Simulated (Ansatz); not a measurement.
# Tl2Se (model cell, started as antifluorite): a soft mode frozen in, part 3 of 3

Aim: this structure of Tl2Se (model cell, started as antifluorite) is to be tested for unstable modes, and one is followed downhill.

Ansatz 0.2.0; DFT PBE, scalar-relativistic, plane waves, PAW.

So far. Step 4 (The mode frozen in, largest atomic shift 0.32 Å): The run ends at a pressure of 0.07 GPa, with forces up to 0.100 eV/Å. Step 5 (Energy along the mode, all amplitudes (two of the runs …): The lowest of the steps tried is at 0.32 Å, 3.63 meV/atom below the parent; the bottom of the well need not coincide with a step.

The structure was built from a prototype and need not be the compound's stable phase.

### 7. The new phase in its own primitive cell

The relaxed structure is symmetrised, reduced to its primitive cell and relaxed tightly, as its phonons need.

Input file input.yaml:

```yaml
crystal:
  lattice:
    - [4.3015374276, 0.0, 0.0]
    - [0.0, 7.5590412113, 0.0]
    - [0.0, 0.0, 6.8928647735]
  atoms:
    - { symbol: Se, position: [0.5, 0.5, 0.0997379779] }
    - { symbol: Se, position: [0.0, 0.0, 0.9002620221] }
    - { symbol: Tl, position: [0.5, 0.2528128295, 0.7407734685] }
    - { symbol: Tl, position: [0.0, 0.7528128295, 0.2592265315] }
    - { symbol: Tl, position: [0.5, 0.7471871705, 0.7407734685] }
    - { symbol: Tl, position: [0.0, 0.2471871705, 0.2592265315] }
kpoints:
  mp_grid: { grid: [8, 4, 6] }
hamiltonian:
  xc: pbe
scf:
  occupations: { method: fixed }
output:
  forces: true
  stress: true
  eigenvalues: true
relax:
  adjacent_minimum: "off"
  f_tol: 0.001
  max_steps: 60
  cell: { stress_tol: 0.01 }
```

Launch:

```sh
ansatz run input.yaml --threads 4 --pin off --max-ram 7168MiB --backend cpu --events-out ev --progress --plain --runs-dir out
```

Numbers of over 12 decimals in the logs are rounded to 6 here.

Log:

```text
[...]
Crystal: 6 atoms, lattice volume = 224.125 Å³
Basis set: ecut = 420 eV, 4405 PW (Γ), exchange–correlation on 60×108×96 points (8 copies of the dense FFT grid, shifted against one another)
Bands: 51, of which v1, the nominal top of the filled ones, is band 42 counted from 1 (41 counted from 0)
Symmetry: 8 space group operations
[...]
k-points: 60 of 192
[...]
cell:  # Å, volume = 223.8611 Å³
    - [4.296447, 0, 0]
    - [0, 7.559956, 0]
    - [0, 0, 6.892074]
  atoms:
    - { symbol: Se, position: [0.5, 0.5, 0.099560] }
    - { symbol: Se, position: [0, 0, 0.900440] }
    - { symbol: Tl, position: [0.5, 0.252912, 0.740586] }
    - { symbol: Tl, position: [0, 0.752912, 0.259414] }
    - { symbol: Tl, position: [0.5, 0.747088, 0.740586] }
    - { symbol: Tl, position: [0, 0.247088, 0.259414] }
[key lines of the parts left out:]
SCF converged after 5 iterations
Free energy (F): -56716.868815 eV
Fermi energy:    5.962497 eV
P = ⅓ Tr σ = 0.0003 GPa (0.003 kbar)
```

The job ended after 33 s (4 threads of Arm Neoverse V2, shared host; peak memory 0.9 GiB).

Step by step:

```
step  energy less that of the first step (eV)  largest force component (eV/Å)  pressure (GPa)  volume (Å³)
   1                                   0.0000                          0.0017           -0.01       224.12
   2                                   0.0000                          0.0005           -0.01       224.00
   3                                  -0.0001                          0.0006            0.00       223.86
  4*                                   0.0000                          0.0006            0.00       223.86
```

Relaxation steps marked * repeat the geometry before them on a plane-wave basis chosen anew for their cell, so energy and pressure can jump there.

Forces are held to the 8 operations that the run works with; a distortion that breaks them can't arise in this run.

```
conventional cell, symmetrised  before  after  change
                         a (Å)   4.302  4.296  -0.1 %
                         b (Å)   7.559  7.560  +0.0 %
                         c (Å)   6.893  6.892  -0.0 %
              volume (Å³/atom)   37.35  37.31  -0.1 %
```

Final coordinates:

```xyz
6
Lattice="4.2964 0.0000 0.0000 0.0000 7.5600 0.0000 0.0000 0.0000 6.8921" Properties=species:S:1:pos:R:3 pbc="T T T"
Se    2.1482    3.7800    0.6862
Se    0.0000    0.0000    6.2059
Tl    2.1482    1.9120    5.1042
Tl    0.0000    5.6920    1.7879
Tl    2.1482    5.6480    5.1042
Tl    0.0000    1.8680    1.7879
```

Numbers from this step:

- pressure: 3.01e-4 GPa
- gap on the k-mesh: 0.2699 eV
- volume per atom: 37.31 Å³
- direct gap on mesh: 0.6564 eV

The largest force component left is 0.57 meV/Å and the pressure is 0.000 GPa, within the tolerances set. The cell now holds 37.31 Å³/atom.

### 8. Modes of the new phase, k-mesh 8×4×6, occupations fixed

A relaxed structure may still be a saddle point, so its zone-centre modes are computed. The response to a homogeneous field gives the Born charges and the dielectric tensor.

Input file input.yaml:

```yaml
crystal:
  lattice:
    - [4.2964472022, 0.0, 0.0]
    - [0.0, 7.5599555191, 0.0]
    - [0.0, 0.0, 6.8920736867]
  atoms:
    - { symbol: Se, position: [0.5, 0.5, 0.099560087] }
    - { symbol: Se, position: [0.0, 0.0, 0.900439913] }
    - { symbol: Tl, position: [0.5, 0.2529122207, 0.7405862306] }
    - { symbol: Tl, position: [0.0, 0.7529122207, 0.2594137694] }
    - { symbol: Tl, position: [0.5, 0.7470877793, 0.7405862306] }
    - { symbol: Tl, position: [0.0, 0.2470877793, 0.2594137694] }
kpoints:
  mp_grid: { grid: [8, 4, 6] }
hamiltonian:
  xc: pbe
scf:
  occupations: { method: fixed }
output:
  eigenvalues: true
phonons:
  method: dfpt
  dielectric: true
  rigid_motions: translations
```

Log:

```text
[...]
Crystal: 6 atoms, lattice volume = 223.861 Å³
Basis set: ecut = 420 eV, 4397 PW (Γ), exchange–correlation on 60×108×96 points (8 copies of the dense FFT grid, shifted against one another)
Bands: 51, of which v1, the nominal top of the filled ones, is band 42 counted from 1 (41 counted from 0)
Symmetry: 8 space group operations
k-points: 100 of 192 (irreducible under 1 space group operation, time reversal used)
[...]
SCF iter   1: F=—  HF=-56716.869415 eV  |F-HF|=—  |Δ(HF+E_count)|=         —  Δρ=1.54e-3  dr2=6.07e-3  ethr=1.77e-3  ⟨swp⟩=4.7  Hψ=17313  notcnv=0  defer=678
[...]
SCF iter  10: F=-56716.868815 eV  HF=-56716.868815 eV  |F-HF|=0.00e0  |Δ(HF+E_count)|=  1.60e-10  Δρ=6.39e-8  dr2=1.37e-11  ethr=1.00e-12  ⟨swp⟩=11.8  Hψ=27920  notcnv=0
SCF 1 converged in 10 iterations: F = -56716.868815 eV  dr2 = 1.37e-11
[...]
NSCF: frozen V_eff on 13 k-points
[...]
── the response to a field inside a basis, on 12×6×8 k-points: an SCF that follows is theirs, and a resumed run solves both again ──
Bands: 43, of which v1, the nominal top of the filled ones, is band 42 counted from 1 (41 counted from 0)
k-points: 72 of 576
[...]
Eigensolver: Dense (72 Hₖ)
SCF iter   1: F=—  HF=-56716.752016 eV  |F-HF|=—  |Δ(HF+E_count)|=         —  Δρ=1.86e-4  dr2=2.88e-5  ethr=1.00e-1
[...]
SCF iter   4: F=-56716.752044 eV  HF=-56716.752044 eV  |F-HF|=3.60e-8  |Δ(HF+E_count)|=   5.33e-7  Δρ=3.44e-6  dr2=3.12e-8  ethr=6.29e-10
SCF 1 converged in 4 iterations: F = -56716.752044 eV  dr2 = 3.12e-8
[...]
WARN: field response: ε∞ stands inside a basis, on 12×6×8 points; the force constants stand on the 8×4×6 k-mesh, whose period is 10.01 times the interband length at k = (0.0000, 0.2500, 0.0000), direct gap 1.250 eV, under 14: take them and everything formed from them as unconverged, and compare with a denser kpoints.mp_grid
SCF converged after 10 iterations
Free energy (F): -56716.868815 eV
[...]
Internal energy: -56716.868815 eV  (E = F + TS)
E sigma→0 (E₀):  -56716.868815 eV
Fermi energy:    5.962498 eV
[...]
--- Band table (eV; the first three rows and the last of 100) ---
  k-point 0: bands = [... 38 lower, 4.4264, 4.8880, 4.9046, 5.5315, 6.2950, 6.7926, 9.4478, 9.4541, ... 5 higher]
  k-point 1: bands = [... 38 lower, 4.6846, 4.8952, 4.9817, 5.5759, 6.2324, 6.9981, 9.2007, 9.3324, ... 5 higher]
  k-point 2: bands = [... 38 lower, 4.8236, 4.8742, 5.3717, 5.5644, 6.6590, 7.2782, 8.4948, 9.0276, ... 5 higher]
  k-point 99: bands = [... 38 lower, 4.5965, 4.5965, 4.6071, 4.6071, 6.8884, 6.8884, 8.5895, 8.5895, ... 5 higher]
--- Phonons (Γ-DFPT): 6 representative perturbations + reference, on 100 of 192 k-points (Σ response iterations 18) ---
  k mesh reduced under 1 symmetry operation, with k and −k counted as one. Each operation leaves every solved perturbation unchanged. A smaller set is not considered because the run solves the response to a homogeneous field
  ASR residual: 1.882e-4 → 0.000e0 eV/Å²; symmetrization residual: 2.909e-5 eV/Å²
  ASR residual per site (eV/Å²): 1.88e-4 1.88e-4 7.12e-5 7.12e-5 7.12e-5 7.12e-5
  Γ frequencies (cm⁻¹): 0.00 0.00 0.00 26.91 29.40 33.17 34.27 37.58 40.27 44.95 66.07 69.94 87.56 88.02 88.20 91.91 111.85 133.52
  ε∞ (high-frequency dielectric tensor):
        8.607703     0.000000     0.000000
        0.000000    10.715864     0.000000
        0.000000     0.000000     9.579350
  ε⁰ (static dielectric tensor: ions relaxed, cell fixed):
       16.368452     0.000000    -0.000000
        0.000000    24.877829    -0.000000
       -0.000000    -0.000000    12.484227
  ε⁰ − ε∞ (ionic part):
        7.760749     0.000000    -0.000000
        0.000000    14.161965    -0.000000
       -0.000000    -0.000000     2.904877
  softest optical mode at Γ: 26.91 cm⁻¹; the repairs (sum rule, projections) moved no ω² at Γ by more than (1.58 cm⁻¹)²
  Born effective charges Z* (e; rows j = field, columns β = displacement):
    site 0:
        -3.01466    0.00000    0.00000
         0.00000   -3.74661    0.00000
         0.00000    0.00000   -2.33211
    site 1:
        -3.01466    0.00000    0.00000
         0.00000   -3.74661    0.00000
         0.00000    0.00000   -2.33211
    site 2:
         1.50733    0.00000    0.00000
         0.00000    1.87330    0.07302
         0.00000    0.00224    1.16606
    site 3:
         1.50733    0.00000    0.00000
         0.00000    1.87330   -0.07302
         0.00000   -0.00224    1.16606
    site 4:
         1.50733   -0.00000    0.00000
        -0.00000    1.87330   -0.07302
         0.00000   -0.00224    1.16606
    site 5:
         1.50733    0.00000    0.00000
        -0.00000    1.87330    0.07302
         0.00000    0.00224    1.16606
  Z* charge neutrality: 2.319e-2 e pre-enforcement
  solved inside a basis spanned on kpoints, on 12×6×8 k-points, its susceptibility summed on 16×8×10: ε∞ is read to err by 6.0e-2, Z* by 2.9e-2 e (field_mesh: kpoints solves on kpoints); Z* is corrected for what the basis lacks
  optical modes at Γ without the LO–TO term, one row a degenerate level:
      ω (cm⁻¹)  modes    IR ((D/Å)²/amu)
         26.91      1             0.0000
         29.40      1             0.0000
         33.17      1             0.0000
         34.27      1             0.0000
         37.58      1             0.3852
         40.27      1             0.0000
         44.95      1             0.0000
         66.07      1             0.0000
         69.94      1             0.0145
         87.56      1             0.0000
         88.02      1             9.4034
         88.20      1             6.3360
         91.91      1             0.0000
[...]
optical modes at Γ + LO–TO along q̂ = [1.0000, 0.0000, 0.0000]:
      ω (cm⁻¹)  modes    IR ((D/Å)²/amu)
[...]
optical modes at Γ + LO–TO along q̂ = [0.0000, 1.0000, 0.0000]:
      ω (cm⁻¹)  modes    IR ((D/Å)²/amu)
[...]
optical modes at Γ + LO–TO along q̂ = [0.0000, 0.0000, 1.0000]:
      ω (cm⁻¹)  modes    IR ((D/Å)²/amu)
[...]
34.27      1             0.0000
         37.58      1             0.3852
         40.27      1             0.0000
         44.95      1             0.0000
         66.07      1             0.0000
         70.01      1             0.0065
         87.56      1             0.0000
         88.02      1             9.4034
         88.20      1             6.3360
         91.91      1             0.0000
        127.56      1             3.7852
        133.52      1             0.0000
```

Run time: 6.4 min. Hardware: 4 threads; peak memory 4.4 GiB; 25 min of CPU time.

This step gave:

```yaml
sum_rule_residual_before_enforcement: 1.88e-4 eV/Å²
miss_of_the_charge_sum_rule: 0.02319 e
estimated_error_of_the_dielectric_tensor: 0.05972
estimated_error_of_the_born_charges: 0.02877 e
point_group: mmm
highest_optical_mode_at_the_zone_centre_no_lo_to_term: 133.5 cm⁻¹
lowest_optical_zone_centre_mode: 26.91 cm⁻¹
mean_high_frequency_dielectric_constant: 9.634
largest_born_charge_third_of_the_trace: -3.031 e
mean_static_dielectric_constant: 17.91
top_of_the_zone_centre_spectrum_with_the_field: 133.5 cm⁻¹
```

Without the LO-TO term. Patterns of degenerate modes are one choice out of their space. The modes at Γ (shares of kinetic energy by element, %):

```
mode  frequency (cm⁻¹)  symmetry  Se %  Tl %
   1               0.0  acoustic    16    84
   2               0.0  acoustic    16    84
   3               0.0  acoustic    16    84
   4              26.9       B2g    14    86
   5              29.4       B3g     4    96
   6              33.2        Au     0   100
   7              34.3        Ag    28    72
   8              37.6       B2u     3    97
   9              40.3       B1g     0   100
  10              45.0       B3g     7    93
  11              66.1        Ag     3    97
  12              69.9       B1u     0   100
  13              87.6       B2g    86    14
  14              88.0       B2u    81    19
  15              88.2       B3u    84    16
  16              91.9        Ag    69    31
  17             111.8       B1u    83    17
  18             133.5       B3g    89    11
```

Displacements in mode 4 (26.9 cm⁻¹), the largest set to 1:
```
Se1 -0.92  0.00  0.00
Se2  0.92  0.00  0.00
Tl3  1.00  0.00  0.00
Tl4 -1.00  0.00  0.00
Tl5  1.00  0.00  0.00
Tl6 -1.00  0.00  0.00
```

Displacements in mode 14 (88.0 cm⁻¹), the largest set to 1:
```
Se1  0.00  1.00  0.00
Se2  0.00  1.00  0.00
Tl3  0.00 -0.19  0.09
Tl4  0.00 -0.19 -0.09
Tl5  0.00 -0.19 -0.09
Tl6  0.00 -0.19  0.09
```

Optical modes at the zone centre, without and with the macroscopic field of the longitudinal modes; each column is sorted by frequency, so a row need not hold one and the same mode. Modes with and without the field, by row:

```
rank among optical modes  no field (cm⁻¹)  q along (1, 0, 0) (cm⁻¹)  q along (0, 1, 0) (cm⁻¹)  q along (0, 0, 1) (cm⁻¹)
                       1             26.9                      26.9                      26.9                      26.9
                       2             29.4                      29.4                      29.4                      29.4
                       3             33.2                      33.2                      33.2                      33.2
                       4             34.3                      34.3                      34.3                      34.3
                       5             37.6                      37.6                      39.5                      37.6
                       6             40.3                      40.3                      40.3                      40.3
                       7               45                        45                        45                        45
                       8             66.1                      66.1                      66.1                      66.1
                       9             69.9                      69.9                      69.9                        70
                      10             87.6                      87.6                      87.6                      87.6
                      11               88                        88                      88.2                        88
                      12             88.2                      91.9                      91.9                      88.2
                      13             91.9                     111.8                     111.8                      91.9
                      14            111.8                     121.6                     127.7                     127.6
                      15            133.5                     133.5                     133.5                     133.5
```

Born charge (rows field, columns displacement) (e), principal values of the symmetric part by kind of site:

```
atom  atoms with these values    low  middle   high   mean
 Se1                        2  -3.75   -3.01  -2.33  -3.03
 Tl3                        4   1.16    1.51   1.88   1.52
```

In full for Se1:

```
-3.01  0.00  0.00
 0.00 -3.75  0.00
 0.00  0.00 -2.33
```

High-frequency dielectric tensor:

```
 8.61  0.00  0.00
 0.00 10.72  0.00
 0.00  0.00  9.58
```

Static dielectric tensor (ions relaxed, fixed cell):

```
16.37  0.00  0.00
 0.00 24.88  0.00
 0.00  0.00 12.48
```

Transverse modes. Infrared lines, with heights relative to the strongest:

```
position (cm⁻¹)  lines merged  relative intensity
             27             1                 0.0
             29             1                 0.0
             33             1                 0.0
             34             1                 0.0
             38             1                 2.4
             40             1                 0.0
             45             1                 0.0
             66             1                 0.0
             70             1                 0.1
             88             3                 100
             92             1                 0.0
            112             1                  24
            134             1                 0.0
```

Before it was imposed, the acoustic sum rule was missed by 1.9e-4 eV/Å² and the charge sum rule by 0.023 e. Small misses are needed for a sound result but don't prove that mesh and cutoff are converged. The lowest optical mode is real, 26.9 cm⁻¹.

The log warns of the k mesh: “the force constants stand on the 8×4×6 k-mesh, whose period is 10.01 times the interband length at k = (0.0000, 0.2500, 0.0000), direct gap 1.250 eV, under 14: take them and everything formed from them as unconverged”.

### 9. Summary of results

```json
{
 "unstable mode of the parent": "q = (0, -0.5, -0.5), 36i cm⁻¹",
 "depth at the lowest point sampled": "3.63 meV/atom",
 "largest atomic shift at that point": "0.32 Å",
 "space group reached (within 0.01 Å)": "Pmmn",
 "energy gained over the parent (first relaxation, on the mesh of the frozen mode)": "42.9 meV/atom",
 "volume per atom, phase reached": "37.3 Å³",
 "gap on the k-mesh, phase reached": "0.270 eV",
 "lowest optical zone-centre mode, phase reached": "26.9 cm⁻¹",
 "highest optical mode at the zone centre (no LO-TO term), phase reached": "134 cm⁻¹"
}
```

In words: Along this mode the structure falls into Pmmn, 42.9 meV/atom below the parent. At the parent's cell the well is 3.635 meV/atom deep on the steps tried, with its lowest point at a shift of 0.32 Å. Relaxing atoms and cell changes the gain by +39.23 meV/atom against the lowest step (energies at zero smearing). Most of the total comes from this relaxation. The new phase has no imaginary mode at the zone centre of its cell; other wavevectors were not checked. Of the 3 patterns followed to their end from this parent, this one reaches the lowest energy. Each path keeps the symmetry of its pattern, so a lower phase may lie along a pattern not tried. With the field response the log warns that the k mesh is coarse for the force constants too, so the frequencies may not be converged. Where the field response was not run the interpolation lacks the dipole term, so the LO-TO splitting is missing from branches, density of states and sums. Spin-orbit coupling is left out, which can matter for the heavy elements here. The starting cell was built on a prototype and not taken from a measurement, so the phase need not exist.

[Logs are printed without paths, hosts, clocks, repeated set-up lines and the standing remarks that a program may print on its own settings, such as how far it seeks lower states.]

[Hosts, paths, dates, database ids (printed as entryN), source tags and the programs' standing remarks are cut or masked in the printed files.]
